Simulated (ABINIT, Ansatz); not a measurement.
**H6PbCNCl3 (Pm): changed settings of a GW run in ABINIT**

What do changed inputs do to GW on H6PbCNCl3 (Pm)?

Main program and level: ABINIT 10.8.3; PBEsol and many-body steps on it, plane waves.

### Step 1. Starting point

Symmetry: Pm, No. 6, monoclinic system. Conventional cell: a = 5.753 Å, b = 5.765 Å, c = 5.855 Å, α = 90.00°, β = 90.03°, γ = 90.00°. Nearest to H lie 1 C at 1.09 Å. Nearest to H lie 1 N at 1.04 Å. Pb has 6 Cl at 2.88 to 2.99 Å nearest. Nearest to C lie 3 H at 1.09 Å and 1 N at 1.49 Å. Farther neighbours and most contacts between anions are not listed.

The cell and positions are those that the Materials Project relaxed with its own functionals (PBE, PBE+U or r2SCAN), kept fixed. Spin-orbit coupling is left out unless a step names it.

### Step 2. Screening, 2×2×2 mesh, 265 bands, screening to 141.5 eV

This step: ABINIT 10.8.3; RPA screening on PBEsol, plane waves, norm-conserving pseudopotentials.

The RPA dielectric matrix is built and inverted for each q.

The input, run.abi:

```
acell 3*1.0 Angstrom
rprim 
  5.752832000000 0.000000000000 0.000000000000
  0.000000000000 5.764671000000 0.000000000000
  -0.002604000000 0.000000000000 5.855201000000
ntypat 5
znucl 1 82 6 7 17
natom 12
typat 1 1 1 1 1 1 2 3 4 5 5 5
xred 
  0.879476000000 0.500000000000 0.790423000000
  0.813252000000 0.344072000000 0.047387000000
  0.813252000000 0.655928000000 0.047387000000
  0.229661000000 0.354316000000 0.978538000000
  0.229661000000 0.645684000000 0.978538000000
  0.170957000000 0.500000000000 0.216412000000
  0.473988000000 0.000000000000 0.483874000000
  0.894268000000 0.500000000000 0.976848000000
  0.144932000000 0.500000000000 0.040731000000
  0.427891000000 0.000000000000 0.975558000000
  0.429192000000 0.500000000000 0.520036000000
  0.971826000000 0.000000000000 0.439660000000
pp_dirpath "pseudos"
pseudos "H.upf, Pb.upf, C.upf, N.upf, Cl.upf"
ecut 37
ngkpt 2 2 2
nshiftk 1
shiftk 0 0 0
kptopt 1
chksymbreak 0
istwfk *1
occopt 1
irdwfk 1
optdriver 3
nband 265
ecuteps 5.2
inclvkb 2
awtr 1
symchi 1
indata_prefix "in"
outdata_prefix "out"
tmpdata_prefix "tmp"
```

Command:

```console
$ OMP_NUM_THREADS=1 mpirun -n 16 abinit run.abi > log
```

The log of the run:

```text
.Version 10.8.3 of ABINIT. v10.8.2 released Aug 2026.

 Symmetries : space group Pm (#  6); Bravais mP (primitive monocl.)
[... echo of the input left out ...]
== DATASET  1 ==================================================================
-   mpi_nproc: 16, omp_nthreads: 1 (-1 if OMP is not activated)

--- !DatasetInfo
iteration_state: {dtset: 1, }
dimensions: {natom: 12, nkpt: 8, mband: 265, nsppol: 1, nspinor: 1, nspden: 1, mpw: 14134, }
cutoff_energies: {ecut:  37.0, pawecutdg:  -1.0, }
electrons: {nelect:   5.80000000E+01, charge:   0.00000000E+00, occopt:   1.00000000E+00, tsmear:   1.00000000E-02, }

 SCREENING: Calculation of the susceptibility and dielectric matrices

 Based on a program developped by R.W. Godby, V. Olevano, G. Onida, and L. Reining.
 Incorporated in ABINIT by V. Olevano, G.-M. Rignanese, and M. Torrent.
.Using double precision arithmetic ; gwpc =  8

[... cell and pseudopotentials left out ...]
--------------------------------------------------------------------------------

 ==== K-mesh for the wavefunctions ====
 Number of points in the irreducible wedge :     8
[... list of points left out ...]
 Together with  2 symmetry operations and time-reversal symmetry
 yields     8 points in the full Brillouin Zone.

 ==== Q-mesh for the screening function ====
 Number of points in the irreducible wedge :     8
[... list of points left out ...]
 Together with  2 symmetry operations and time-reversal symmetry
 yields     8 points in the full Brillouin Zone.

 setmesh: FFT mesh size selected  =    45x   45x   45
          total number of points  =        91125

 vcoul_init : cutoff-mode = AUXILIARY_FUNCTION
 q-points for optical limit:   1
     1)      0.000010    0.000020    0.000030

- screening: taking advantage of time-reversal symmetry
- Maximum band index for partially occupied states nbvw = 29
- Remaining bands to be divided among processors   nbcw = 236
- Number of bands treated by each node ~14

 Number of electrons calculated from density =   58.0000; Expected =   58.0000
 average of density, n =  0.044262
 r_s =    1.7537
 omega_plasma =   20.2942 [eV]

 calculating chi0 at frequencies [eV] :
  1    0.000000E+00    0.000000E+00
  2    0.000000E+00    2.029422E+01

--------------------------------------------------------------------------------
  q-point number  1        q = ( 0.000000, 0.000000, 0.000000) [r.l.u.]
--------------------------------------------------------------------------------
[... chi0 elements left out ...]
 For q-point:  0.000010 0.000020 0.000030
  dielectric constant =   4.8758
  dielectric constant without local fields =   5.5952

  Average fulfillment of the sum rule on Im[epsilon] for q-point    1 :     71.96  [%]
[... wings left out ...]
  q-point number  2        q = ( 0.500000, 0.000000, 0.000000) [r.l.u.]
--------------------------------------------------------------------------------
[... chi0 elements left out ...]
  Average fulfillment of the sum rule on Im[epsilon] for q-point    2 :     76.67  [%]

 [... 6 further q-points ...]
```

The job ended after 4 min (16 MPI ranks of Intel Xeon Platinum 8259CL at 2.50GHz (Skylake/Cascade Lake), shared host; peak memory 13 GiB; 63 min of CPU time).

This step gave:

```yaml
eps_infinity_with_local_fields_on_this_mesh_along_the_program_s_q_direction: 4.876
the_same_without_local_fields: 5.595
plasma_frequency: 20.29 eV
plane_waves_in_the_screening_matrix: 739
```

Local fields lower ε∞ by 13 %. On a Γ-centred mesh this coarse the value itself is usually too large, while a short band sum pulls it down.

### Step 3. Base

The self-energy is evaluated for the states that the input lists, and the levels follow from it, in one-shot runs by the linearised quasiparticle equation.

This step: G0W0 on PBEsol, plane waves, norm-conserving pseudopotentials.

run.abi: that of step 2 with these lines changed.

```diff
@@ -33,8 +33,17 @@
 irdwfk 1
-optdriver 3
+optdriver 4
 nband 265
+gwcalctyp 0
+ecutsigx 37
+symsigma 1
+nkptgw 2
+kptgw 
+  0.5000000000 0.5000000000 0.5000000000
+  0.0000000000 0.0000000000 0.0000000000
+bdgw 
+  28 31
+  28 31
 ecuteps 5.2
-inclvkb 2
-awtr 1
-symchi 1
+irdscr 1
+ppmodel 1
 indata_prefix "in"
```

The log of the run:

```text
.Version 10.8.3 of ABINIT. v10.8.2 released Aug 2026.

 Symmetries : space group Pm (#  6); Bravais mP (primitive monocl.)
[... echo of the input left out ...]
== DATASET  1 ==================================================================
-   mpi_nproc: 16, omp_nthreads: 1 (-1 if OMP is not activated)

--- !DatasetInfo
iteration_state: {dtset: 1, }
dimensions: {natom: 12, nkpt: 8, mband: 265, nsppol: 1, nspinor: 1, nspden: 1, mpw: 14134, }
cutoff_energies: {ecut:  37.0, pawecutdg:  -1.0, }
electrons: {nelect:   5.80000000E+01, charge:   0.00000000E+00, occopt:   1.00000000E+00, tsmear:   1.00000000E-02, }

 SIGMA: Calculation of the GW corrections

 Based on a program developped by R.W. Godby, V. Olevano, G. Onida, and L. Reining.
 Incorporated in ABINIT by V. Olevano, G.-M. Rignanese, and M. Torrent.
.Using double precision arithmetic ; gwpc =  8

[... cell and pseudopotentials left out ...]
--------------------------------------------------------------------------------

 ==== K-mesh for the wavefunctions ====
 Number of points in the irreducible wedge :     8
[... list of points left out ...]
 Together with  2 symmetry operations and time-reversal symmetry
 yields     8 points in the full Brillouin Zone.

 ==== Q-mesh for screening function ====
 Number of points in the irreducible wedge :     8
[... list of points left out ...]
 Together with  2 symmetry operations and time-reversal symmetry
 yields     8 points in the full Brillouin Zone.

 vcoul_init : cutoff-mode = AUXILIARY_FUNCTION
 q-points for optical limit:   1
     1)      0.000010    0.000020    0.000030
 setmesh: FFT mesh size selected  =    60x   60x   64
          total number of points  =       230400

 Number of electrons calculated from density =   58.0000; Expected =   58.0000
 average of density, n =  0.044262
 r_s =    1.7537
 omega_plasma =   20.2942 [eV]

 === KS Band Gaps ===
  >>>> For spin  1
   Minimum direct gap =   2.4631 [eV], located at k-point      :   0.5000  0.5000  0.5000
   Fundamental gap    =   2.4631 [eV], Top of valence bands at :   0.5000  0.5000  0.5000
                                       Bottom of conduction at :   0.5000  0.5000  0.5000
 SIGMA fundamental parameters:
 PLASMON POLE MODEL  1
 number of plane-waves for SigmaX                14083
 number of plane-waves for SigmaC and W            739
 number of plane-waves for wavefunctions         14083
 number of bands                                   265
 number of independent spin polarizations            1
 number of spinorial components                      1
 number of k-points in IBZ                           8
 number of q-points in IBZ                           8
 number of symmetry operations                       2
 number of k-points in BZ                            8
 number of q-points in BZ                            8
 number of frequencies for dSigma/dE                 9
 frequency step for dSigma/dE [eV]                0.25
 number of omega for Sigma on real axis              0
 max omega for Sigma on real axis  [eV]           0.00
 zcut for avoiding poles [eV]                     0.10

 EPSILON^-1 parameters (SCR file):
 dimension of the eps^-1 matrix on file            739
 dimension of the eps^-1 matrix used               739
 number of plane-waves for wavefunctions         14083
 number of bands                                   265
 number of q-points in IBZ                           8
 number of frequencies                               2
 number of real frequencies                          1
 number of imag frequencies                          1

 matrix elements of self-energy operator (all in [eV])

 Perturbative Calculation

--- !SelfEnergy_ee
iteration_state: {dtset: 1, }
kpoint     : [   0.500,    0.500,    0.500, ]
spin       : 1
KS_gap     :    2.463
QP_gap     :    4.105
Delta_QP_KS:    1.641
data: !SigmaeeData |
     Band     E0 <VxcDFT>   SigX SigC(E0)      Z dSigC/dE  Sig(E)    E-E0       E
       28  -0.548 -13.932 -18.306   2.828   0.772  -0.295 -15.126  -1.194  -1.742
       29   0.627 -15.051 -17.601   1.639   0.790  -0.265 -15.771  -0.719  -0.092
       30   3.091 -10.596  -6.392  -3.081   0.821  -0.217  -9.674   0.922   4.013
       31   3.113 -10.532  -6.307  -3.085   0.822  -0.216  -9.595   0.937   4.050

--- !SelfEnergy_ee
iteration_state: {dtset: 1, }
kpoint     : [   0.000,    0.000,    0.000, ]
spin       : 1
KS_gap     :    5.799
QP_gap     :    7.679
Delta_QP_KS:    1.880
data: !SigmaeeData |
     Band     E0 <VxcDFT>   SigX SigC(E0)      Z dSigC/dE  Sig(E)    E-E0       E
       28  -0.725 -13.651 -18.066   2.854   0.771  -0.296 -14.855  -1.204  -1.928
       29  -0.698 -13.665 -18.067   2.844   0.771  -0.297 -14.867  -1.202  -1.900
       30   5.101  -7.648  -3.631  -3.213   0.842  -0.188  -6.971   0.678   5.779
       31   6.045 -11.497  -6.923  -3.393   0.804  -0.244 -10.548   0.949   6.994

== END DATASET(S) ==============================================================
================================================================================

 -outvars: echo values of variables after computation  --------
           etotal      0.0000000000E+00
            nband         265
             nkpt           8
          spgroup           6
 [... the other variables as echoed above ...]

 Calculation completed.
```

Wall time 42 s (16 MPI ranks); peak memory 9.6 GiB; 11 min of CPU time.

This step gave:

| Quantity | Value |
| --- | --- |
| G0W0 gap on the points computed | 4.105 eV |
| starting gap on the mesh | 2.463 eV |
| k of the valence top | 0.5, 0.5, 0.5 |
| k of the conduction bottom | 0.5, 0.5, 0.5 |
| Z at the valence top | 0.79 |
| Z at the conduction bottom | 0.821 |
| least direct G0W0 gap on the computed points | 4.105 eV |

The gap on the mesh goes from 2.46 eV to 4.10 eV, a correction of +1.64 eV.

### Step 4. Screening cutoff above the file's

run.abi: that of step 3 with these lines changed.

```diff
@@ -45,3 +45,3 @@
   28 31
-ecuteps 5.2
+ecuteps 20.8
 irdscr 1
```

The log of the run:

```text
.Version 10.8.3 of ABINIT. v10.8.2 released Aug 2026.

 Symmetries : space group Pm (#  6); Bravais mP (primitive monocl.)
[... echo of the input left out ...]
== DATASET  1 ==================================================================
-   mpi_nproc: 16, omp_nthreads: 1 (-1 if OMP is not activated)

--- !DatasetInfo
iteration_state: {dtset: 1, }
dimensions: {natom: 12, nkpt: 8, mband: 265, nsppol: 1, nspinor: 1, nspden: 1, mpw: 14134, }
cutoff_energies: {ecut:  37.0, pawecutdg:  -1.0, }
electrons: {nelect:   5.80000000E+01, charge:   0.00000000E+00, occopt:   1.00000000E+00, tsmear:   1.00000000E-02, }

 SIGMA: Calculation of the GW corrections

 Based on a program developped by R.W. Godby, V. Olevano, G. Onida, and L. Reining.
 Incorporated in ABINIT by V. Olevano, G.-M. Rignanese, and M. Torrent.
.Using double precision arithmetic ; gwpc =  8

[... cell and pseudopotentials left out ...]
--------------------------------------------------------------------------------

 ==== K-mesh for the wavefunctions ====
 Number of points in the irreducible wedge :     8
[... list of points left out ...]
 Together with  2 symmetry operations and time-reversal symmetry
 yields     8 points in the full Brillouin Zone.

 ==== Q-mesh for screening function ====
 Number of points in the irreducible wedge :     8
[... list of points left out ...]
 Together with  2 symmetry operations and time-reversal symmetry
 yields     8 points in the full Brillouin Zone.

 vcoul_init : cutoff-mode = AUXILIARY_FUNCTION
 q-points for optical limit:   1
     1)      0.000010    0.000020    0.000030
 setmesh: FFT mesh size selected  =    60x   60x   64
          total number of points  =       230400

 Number of electrons calculated from density =   58.0000; Expected =   58.0000
[...]
number of omega for Sigma on real axis              0
 max omega for Sigma on real axis  [eV]           0.00
 zcut for avoiding poles [eV]                     0.10

 EPSILON^-1 parameters (SCR file):
 dimension of the eps^-1 matrix on file            739
 dimension of the eps^-1 matrix used               739
 number of plane-waves for wavefunctions         14083
 number of bands                                   265
 number of q-points in IBZ                           8
 number of frequencies                               2
 number of real frequencies                          1
 number of imag frequencies                          1

 matrix elements of self-energy operator (all in [eV])

 Perturbative Calculation

--- !SelfEnergy_ee
iteration_state: {dtset: 1, }
kpoint     : [   0.500,    0.500,    0.500, ]
spin       : 1
KS_gap     :    2.463
QP_gap     :    4.105
Delta_QP_KS:    1.641
data: !SigmaeeData |
     Band     E0 <VxcDFT>   SigX SigC(E0)      Z dSigC/dE  Sig(E)    E-E0       E
       28  -0.548 -13.932 -18.306   2.828   0.772  -0.295 -15.126  -1.194  -1.742
       29   0.627 -15.051 -17.601   1.639   0.790  -0.265 -15.771  -0.719  -0.092
       30   3.091 -10.596  -6.392  -3.081   0.821  -0.217  -9.674   0.922   4.013
[...]
--- !SelfEnergy_ee
iteration_state: {dtset: 1, }
kpoint     : [   0.000,    0.000,    0.000, ]
spin       : 1
KS_gap     :    5.799
QP_gap     :    7.679
Delta_QP_KS:    1.880
data: !SigmaeeData |
     Band     E0 <VxcDFT>   SigX SigC(E0)      Z dSigC/dE  Sig(E)    E-E0       E
[...]
30   5.101  -7.648  -3.631  -3.213   0.842  -0.188  -6.971   0.678   5.779
       31   6.045 -11.497  -6.923  -3.393   0.804  -0.244 -10.548   0.949   6.994

== END DATASET(S) ==============================================================
================================================================================

 -outvars: echo values of variables after computation  --------
           etotal      0.0000000000E+00
            nband         265
             nkpt           8
          spgroup           6
 [... the other variables as echoed above ...]

 Calculation completed.
```

The job ended after 43 s (16 MPI ranks; peak memory 9.6 GiB; 11 min of CPU time).

The run ended normally, though the input holds a fault or crude settings.

The fault put into this input: screening cutoff above the file's. It printed a gap of 4.10 eV, the value of the sound run: the program fell back on what its files hold, so an unchanged gap is no proof of convergence.

### Step 5. The runs together

Times are wall times on 16 MPI ranks of Intel Xeon Platinum 8259CL at 2.50GHz (Skylake/Cascade Lake), shared host, good to a factor of about two. A run's time includes the screening step that it read.

```tsv
run	mesh	bands	screening cutoff (eV)	DFT gap (eV)	gap on the mesh (eV)	direct (eV)	ε∞ used	time
base	2×2×2	265	141.5	2.463	4.105	4.105	4.88	4.7 min
```

### Step 6. Summary of results

| Property | Result |
| --- | --- |
| base | 4.105 eV |
| known limits | not at the basis limit; no spin-orbit coupling; coarse k mesh |

What this shows: Bands and cutoff are finite, so the gap is not at the basis limit. The miss can reach some tenths of an eV and take either sign; the mesh is an error of its own. In the G0W0 run levels were corrected at 2 k points alone, so a gap called «on the mesh» is the least over those, and an edge elsewhere would be missed. The 2×2×2 mesh is coarse for this cell, which bears on the long-range parts of exchange and screening. Where an edge is built on 6p states of lead, bismuth or thallium, scalar-relativistic gaps usually stand too wide, by a few tenths to over one eV. The many-body steps are scalar-relativistic: spin-orbit coupling is not in them.

[Paths, hosts, dates, memory and timing lines, banners, echoed tables and standing remarks are left out of the program output.]

[Logs are printed without paths, hosts, clocks, repeated set-up lines and the standing remarks that a program may print on its own settings, such as how far it seeks lower states.]

[Runs of the session that timed out or met a known fault of the program may be left out.]

[Hosts, paths, dates, database ids (printed as entryN), source tags and the programs' standing remarks are cut or masked in the printed files.]

[G0W0 gaps are taken among the corrected bands and points alone; a level outside them can change the order at an edge.]

[Where Ansatz stands beside ABINIT at settings called matched, ABINIT's density can come from a denser mesh and the files from another edition; pairs whose starting gaps differed by over 0.03 eV were left out, so agreement reads better than it is.]
